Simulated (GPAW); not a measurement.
**Dielectric function and optical constants of KZnF3**

Wanted: where KZnF3 starts to absorb, how strongly, and its refractive index.

Method: DFT, LDA, plane-wave PAW (GPAW data sets), scalar-relativistic, RPA, optical limit, in GPAW 26.7.0.

This is a report of a sequence of runs, with most program output left out.

## 1. The structure

The structure is cubic, space group Pm-3m (No. 221). Conventional cell: a = 4.050 Å, b = 4.050 Å, c = 4.050 Å, α = 90.00°, β = 90.00°, γ = 90.00°. Nearest to Zn lie 6 F at 2.02 Å. Nearest to K lie 12 F at 2.86 Å. Nearest to F lie 2 Zn at 2.02 Å and 4 K at 2.86 Å. Farther neighbours and most contacts between anions are not listed.

Coordinates:

```cif
data_structure
_symmetry_space_group_name_H-M 'Pm-3m'
_symmetry_Int_Tables_number 221
_cell_length_a 4.0500
_cell_length_b 4.0500
_cell_length_c 4.0500
_cell_angle_alpha 90.000
_cell_angle_beta 90.000
_cell_angle_gamma 90.000
_cell_volume 66.43
loop_
_atom_site_label
_atom_site_type_symbol
_atom_site_symmetry_multiplicity
_atom_site_Wyckoff_symbol
_atom_site_fract_x
_atom_site_fract_y
_atom_site_fract_z
_atom_site_occupancy
Zn1 Zn 1 b 0.50000 0.50000 0.50000 1
K1 K 1 a 0.00000 0.00000 0.00000 1
F1 F 3 c 0.50000 0.00000 0.50000 1
```

## 2. Ground state

First the ground state: is it a metal or has it a gap?

This step: DFT, LDA, plane-wave PAW (GPAW data sets), scalar-relativistic, ground state (GPAW 26.7.0).

File gs.py:

```python
from ase import Atoms
from ase.dft.bandgap import bandgap
from gpaw import GPAW, PW, FermiDirac

atoms = Atoms(['Zn', 'K', 'F', 'F', 'F'],
              cell=[[4.050000000000, 0.000000000000, 0.000000000000],
                    [0.000000000000, 4.050000000000, 0.000000000000],
                    [0.000000000000, 0.000000000000, 4.050000000000]],
              scaled_positions=[[0.500000000000, 0.500000000000, 0.500000000000],
                                [0.000000000000, 0.000000000000, 0.000000000000],
                                [0.500000000000, 0.000000000000, 0.500000000000],
                                [0.000000000000, 0.500000000000, 0.500000000000],
                                [0.500000000000, 0.500000000000, 0.000000000000]],
              pbc=[True, True, True])
atoms.calc = GPAW(mode=PW(500), xc='LDA', kpts={'size': (6, 6, 6), 'gamma': True},
                  occupations=FermiDirac(0.05), maxiter=150, txt='gs.txt')
print('energy (eV)', atoms.get_potential_energy())
print('Fermi level (eV)', atoms.calc.get_fermi_level())
print('valence electrons', atoms.calc.get_number_of_electrons())
print('gap (eV)', bandgap(atoms.calc, output=None)[0])
print('direct gap (eV)', bandgap(atoms.calc, direct=True, output=None)[0])
atoms.calc.write('gs.gpw')
```

Command:

```sh
OMP_NUM_THREADS=1 python gs.py
```

Run time: 14 s. Hardware: 1 thread of Arm Neoverse V2, shared host; peak memory 0.16 GiB.

This step gave:

| Quantity | Value |
| --- | --- |
| energy | -22.94 eV |
| Fermi energy | 3.199 eV |
| gap on the k-mesh | 3.562 eV |
| direct gap on the mesh | 5.389 eV |
| electrons | 42 |

There is a gap, 3.56 eV on this mesh (points off the mesh can give less), so no carriers' term is needed.

## 3. Bands for the response

At the fixed density, many empty bands are solved on the mesh of the response, since the spectrum sums over them.

This step: DFT, LDA, plane-wave PAW (GPAW data sets), scalar-relativistic, bands at fixed density (GPAW 26.7.0).

File nscf.py:

```python
from ase.dft.bandgap import bandgap
from gpaw import GPAW, FermiDirac

calc = GPAW('gs.gpw').fixed_density(kpts={'size': (8, 8, 8), 'gamma': True}, nbands=51, convergence={'bands': 45},
                                    occupations=FermiDirac(0.001), txt='nscf.txt')
print('gap (eV)', bandgap(calc, output=None)[0])
print('direct gap (eV)', bandgap(calc, direct=True, output=None)[0])
print('top band over the Fermi level (eV)', min(calc.get_eigenvalues(kpt=k)[44] for k in range(len(calc.get_ibz_k_points()))) - calc.get_fermi_level())
calc.write('full.gpw', mode='all')
```

Command:

```sh
OMP_NUM_THREADS=1 python nscf.py
```

The job ended after 59 s (1 thread; peak memory 0.22 GiB).

## 4. Dielectric function, RPA

Transitions between filled and empty bands, summed over the zone, give the optical response, so mesh, band count and broadening shape it.

The induced potential is part of this response.

This step: DFT, LDA, plane-wave PAW (GPAW data sets), scalar-relativistic, RPA, optical limit (GPAW 26.7.0).

File df.py:

```python
from gpaw.response.df import DielectricFunction

df = DielectricFunction('full.gpw', frequencies={'type': 'nonlinear', 'domega0': 0.03, 'omega2': 8},
                        ecut=50,
                        eta=0.15,
                        nbands=45,
                        txt='df.txt')
for direction in ['x']:
    df.get_dielectric_function(xc='RPA', direction=direction, filename=f'df_{direction}.csv')
```

Command:

```sh
OMP_NUM_THREADS=1 python df.py
```

The job ended after 9.9 s (1 thread; peak memory 0.32 GiB).

Read-outs, printed or worked out from the files:

| Property | Result |
| --- | --- |
| electronic dielectric constant ε∞, mean over x, y and z (by symmetry where fewer were run) | 2.312 |
| main peak of Im epsilon, first axis | 12.96 eV |

Some rows of df_x.csv (energy; Re and Im without local fields; Re and Im with them):

```text
0.000000, 2.411096, 0.000000, 2.311739, 0.000000
0.555532, 2.414855, 0.002043, 2.315385, 0.001982
1.143969, 2.427286, 0.004339, 2.327449, 0.004213
1.768324, 2.450926, 0.007117, 2.350422, 0.006922
2.431988, 2.490116, 0.010799, 2.388590, 0.010532
3.138794, 2.552945, 0.016319, 2.449989, 0.015980
3.893091, 2.657037, 0.026343, 2.552224, 0.025951
4.699832, 2.854845, 0.053525, 2.747981, 0.053208
5.564682, 3.368893, 0.381431, 3.261399, 0.383508
6.494155, 3.151361, 1.200421, 3.037150, 1.208826
7.495775, 2.452657, 1.355396, 2.316043, 1.370454
8.578281, 2.232608, 1.118899, 2.074930, 1.129791
9.751884, 2.415786, 1.024022, 2.211178, 1.025141
11.028587, 1.847597, 1.625921, 1.663843, 1.584246
12.422601, 2.515117, 1.288196, 2.193450, 1.146637
13.950874, 1.544226, 1.399164, 1.370722, 1.344522
15.633783, 1.161388, 1.720262, 0.997342, 1.623297
17.496047, 1.192402, 1.052902, 0.826509, 1.065570
19.567954, 1.542017, 1.957328, 1.088062, 0.889861
```

The Im ε, E ∥ x has structure finer than the step of the table below, so its rows give means over 1 eV, whole bins alone (the curve runs from 0 to 19.9 eV). Peaks (eV: height): 6.7: 1.31, 7.3: 1.79, 10.8: 1.77, 12.9: 1.95, 15.2: 1.73.

Values under the direct gap are tails of Lorentzian lines. Table of Im ε, E ∥ x by photon energy; means over each step:

photon energy (eV), Im ε, E ∥ x and a bar:
```
        1       0.00 
        2       0.01 
        3       0.01 
        4       0.03 
        5       0.11 ##
        6       0.76 ##############
        7       1.32 ########################
        8       1.32 ########################
        9       1.07 ###################
       10       1.16 #####################
       11       1.55 ############################
       12       1.04 ###################
       13       1.67 ##############################
       14       1.35 ########################
       15       1.61 #############################
       16       1.45 ##########################
       17       1.26 #######################
       18       0.97 #################
       19       0.88 ################
```

Table of Re ε, E ∥ x by photon energy:

```csv
photon energy (eV),"Re ε, E ∥ x"
0.0,2.31
0.5,2.31
1.0,2.32
1.5,2.34
2.0,2.36
2.5,2.39
3.0,2.44
3.5,2.49
4.0,2.57
4.5,2.69
5.0,2.87
5.5,3.20
6.0,3.08
6.5,3.03
7.0,2.92
7.5,2.32
8.0,2.15
8.5,2.01
9.0,2.01
9.5,2.11
10.0,2.24
10.5,2.30
11.0,1.69
11.5,1.51
12.0,1.83
12.5,2.24
13.0,1.71
13.5,1.38
14.0,1.37
14.5,1.62
15.0,1.52
15.5,1.12
16.0,0.973
16.5,1.04
17.0,0.736
17.5,0.826
18.0,0.885
18.5,0.956
19.0,1.02
19.5,1.08
```

Refractive index n and extinction k against photon energy:

```csv
photon energy (eV),n,k
0.0,1.52,0
0.5,1.52,5.8e-4
1.0,1.52,0.00120
1.5,1.53,0.00186
2.0,1.54,0.00263
2.5,1.55,0.00354
3.0,1.56,0.00471
3.5,1.58,0.00632
4.0,1.60,0.00875
4.5,1.64,0.0131
5.0,1.70,0.0243
5.5,1.79,0.0855
6.0,1.77,0.218
6.5,1.77,0.341
7.0,1.73,0.290
7.5,1.58,0.432
8.0,1.53,0.440
8.5,1.47,0.388
9.0,1.46,0.339
9.5,1.50,0.358
10.0,1.54,0.359
10.5,1.58,0.454
11.0,1.42,0.571
11.5,1.32,0.470
12.0,1.39,0.336
12.5,1.55,0.404
13.0,1.47,0.666
13.5,1.31,0.584
14.0,1.28,0.515
14.5,1.37,0.501
15.0,1.37,0.604
15.5,1.26,0.677
16.0,1.16,0.619
16.5,1.18,0.589
17.0,1.05,0.604
17.5,1.04,0.511
18.0,1.05,0.457
18.5,1.07,0.432
19.0,1.08,0.389
19.5,1.11,0.398
```

The reflectivity at normal incidence, E ∥ x has structure finer than the step of the table below, so its rows give means over 0.5 eV, whole bins alone (the curve runs from 0 to 19.9 eV). Peaks (eV: height): 6.44: 9.28, 7.21: 10.5, 10.74: 9.16, 13.00: 10.1, 15.54: 9.51, 16.85: 8.67.

Reflectivity at normal incidence, E ∥ x against photon energy; means over each step:

```csv
photon energy (eV),"reflectivity at normal incidence, E ∥ x (%)"
0.5,4.28
1.0,4.32
1.5,4.38
2.0,4.48
2.5,4.62
3.0,4.80
3.5,5.04
4.0,5.38
4.5,5.88
5.0,6.70
5.5,8.12
6.0,8.27
6.5,8.97
7.0,8.70
7.5,8.21
8.0,7.17
8.5,6.28
9.0,5.47
9.5,5.88
10.0,6.51
10.5,8.13
11.0,8.18
11.5,5.78
12.0,4.73
12.5,6.98
13.0,9.45
13.5,7.79
14.0,6.26
14.5,6.50
15.0,8.35
15.5,9.23
16.0,8.03
16.5,7.54
17.0,7.86
17.5,5.99
18.0,4.86
18.5,4.34
19.0,3.71
19.5,3.72
```

The Im ε, E ∥ x has structure finer than the step of the table below, so its rows give means over 0.5 eV, whole bins alone (the curve runs from 0 to 19.9 eV). Peaks (eV: height): without local fields 6.71: 1.29, 7.27: 1.77, 10.81: 1.86, 12.92: 2.24, 15.15: 1.90; with local fields 6.71: 1.31, 7.27: 1.79, 10.81: 1.77, 12.92: 1.95, 15.25: 1.73.

Values under the direct gap are tails of Lorentzian lines. Im ε, E ∥ x against photon energy; means over each step:

```csv
photon energy (eV),without local fields,with local fields
0.5,0.00184,0.00178
1.0,0.00376,0.00365
1.5,0.00588,0.00571
2.0,0.00831,0.00809
2.5,0.0113,0.0110
3.0,0.0151,0.0148
3.5,0.0204,0.0201
4.0,0.0287,0.0283
4.5,0.0441,0.0437
5.0,0.0895,0.0895
5.5,0.362,0.364
6.0,0.740,0.747
6.5,1.13,1.14
7.0,1.23,1.24
7.5,1.45,1.47
8.0,1.32,1.34
8.5,1.19,1.20
9.0,1.01,1.02
9.5,1.04,1.05
10.0,1.13,1.12
10.5,1.54,1.48
11.0,1.68,1.63
11.5,1.27,1.24
12.0,1.02,0.966
12.5,1.45,1.27
13.0,2.06,1.82
13.5,1.67,1.55
14.0,1.38,1.31
14.5,1.50,1.36
15.0,1.84,1.64
15.5,1.79,1.67
16.0,1.56,1.43
16.5,1.50,1.38
17.0,1.29,1.27
17.5,1.06,1.06
18.0,1.01,0.959
18.5,1.11,0.921
19.0,1.56,0.862
19.5,1.92,0.887
```

At chosen wavelengths:

```csv
wavelength (nm),n,k,R (%),1/α
1550,1.52,0.001,4.3,130 µm
633,1.54,0.003,4.5,20 µm
450,1.55,0.004,4.7,8.7 µm
405,1.56,0.005,4.8,6.6 µm
308,1.61,0.009,5.4,2.8 µm
248,1.70,0.024,6.7,813 nm
193,1.80,0.312,9.3,49 nm
```

Below the direct gap, k and the depth come from the tails of the Lorentzian lines, not from transitions.

Rows near the edge hang on the gap, which this functional as a rule makes too small, and phonon-assisted absorption is left out.

## 5. What came out

```json
{
  "electronic dielectric constant ε∞, mean over x, y and z (by symmetry where fewer were run) (RPA)": "2.31",
  "main peak of Im epsilon, first axis": "13.0 eV"
}
```

In words: At this level (LDA, RPA) KZnF3 has ε∞ = 2.31 and n = 1.52 at 1550 nm, and Im ε peaks at 13.0 eV. On the mesh the gap is 3.56 eV and the least direct gap 5.39 eV, so on this mesh the band edges lie at different points. Local fields change the static value along x from 2.41 to 2.31 (-4 %). Distinct maxima of Im ε, read by a parabola through the highest points, lie at 7.26 eV (1.8), 10.80 eV (1.8), 12.96 eV (2.0) and 15.21 eV (1.7). Excitons and phonon-assisted transitions are missing; LDA gaps are as a rule too small, which pulls the onset down and ε∞ up. The sum runs over mesh points, so small or evenly spaced maxima can still be ripples of the mesh. In this version of GPAW the matrix elements of the optical limit are incomplete, which can lower ε − 1 by up to a tenth where first-row anions or d states rule, and shift it by more in d metals.

[Machine, clock and banner lines and Python warnings are left out of the logs.]

[Logs are printed without paths, hosts, clocks, repeated set-up lines and the standing remarks that a program may print on its own settings, such as how far it seeks lower states.]

[Hosts, paths, dates, database ids (printed as entryN), source tags and the programs' standing remarks are cut or masked in the printed files.]
